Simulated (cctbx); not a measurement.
## Diagnosing a refinement

Cell a = 7.4090 Å, b = 7.4090 Å, c = 3.5240 Å, α = 90.00°, β = 90.00°, γ = 90.00°; space group P4/mbm (no. 127).

Simulated single-crystal data (cctbx): Mo Kα, λ = 0.71073 Å, to d = 0.84 Å, 70 % of the full sphere, strongest reflection 40000 counts, noise from counting, a 3 % proportional error and a noise floor of 2 counts (s.d.); no absorption.

An anisotropic refinement with weights 1/σ² prints:

```text
Rint 0.025, 113 unique reflections to 0.84 A
cycle     R1     wR2    GooF  max shift (A)
   1  0.5134  0.8041  50.336   0.02737
   3  0.4683  0.7401  46.334   0.00015
final R1 0.4683 wR2 0.7401 GooF 46.334  parameters 6  data/parameter 18.8
atom        x        y        z      Ueq    occ   su(xyz)  su(Uiso or U11)
Pr1    0.67292  0.82708  0.50000  -0.0031  1.000  0.00124  0.0087  NPD
Cr1    0.00000  0.00000  0.00000  -0.0061  1.000  0.00000  0.0133  NPD
difference map: max 138.30 min -31.32 rms 12.61
Q1    0.1713  0.6713  0.5000    4  139.82  0.02 A from Pr1
Q2    0.1241  0.3759  0.0000    4  118.07  2.76 A from Pr1
Q3    0.0000  0.0000  0.0000    2   33.19  0.00 A from Cr1
Q4    0.1097  0.3903  0.5000    4   20.34  2.15 A from Pr1
Q5    0.0584  0.8665  0.5000    8   17.59  1.67 A from Pr1
Q6    0.0718  0.5718  0.0000    4   16.88  2.06 A from Pr1
```

**Question.** Can this result stand? If not, what is the likely fault?

Mend it. The fault: an atom left out, Ni at (0.1212, 0.3788, 0). Against the right model at the same level, R1 goes from 0.0070 to 0.4683 and GooF from 0.94 to 46.33, the top difference peak, 139.8 e/Å³, lies on Pr1 and Pr1 and Cr1 go non-positive-definite. Q2 is the missing atom. With scattering power missing, scale and phases suffer, so peaks may also grow on the heavy atoms.

The compound is Pr2CrNi2. The right model at the same level gives:

```text
Rint 0.025, 113 unique reflections to 0.84 A
cycle     R1     wR2    GooF  max shift (A)
   1  0.0159  0.0453   2.891   0.00122
   2  0.0070  0.0147   0.941   0.00000
final R1 0.0070 wR2 0.0147 GooF 0.941  parameters 10  data/parameter 11.3
atom        x        y        z      Ueq    occ   su(xyz)  su(Uiso or U11)
Pr1    0.67042  0.82958  0.50000   0.0192  1.000  0.00002  0.0001
Ni1    0.12126  0.37874  0.00000   0.0221  1.000  0.00005  0.0002
Cr1    0.00000  0.00000  0.00000   0.0217  1.000  0.00000  0.0003
difference map: max 0.24 min -0.27 rms 0.08
Q1    0.1543  0.6543  0.0000    4    0.25  1.77 A from Pr1
Q2    0.0724  0.1664  0.5000    8    0.25  1.91 A from Pr1
Q3    0.2158  0.2842  0.0000    4    0.20  0.99 A from Ni1
Q4    0.0993  0.5993  0.2027    8    0.19  1.29 A from Pr1
Q5    0.1219  0.1495  0.2006   16    0.19  1.59 A from Cr1
Q6    0.0475  0.8885  0.2219   16    0.19  1.19 A from Cr1
```

The model was made for the exercise: a known structure type with other elements put in, its volume estimated, not relaxed; displacement parameters are assumed.

[Middle refinement cycles are left out of these outputs.]

[Logs are printed without paths, hosts, clocks, repeated set-up lines and the standing remarks that a program may print on its own settings, such as how far it seeks lower states.]
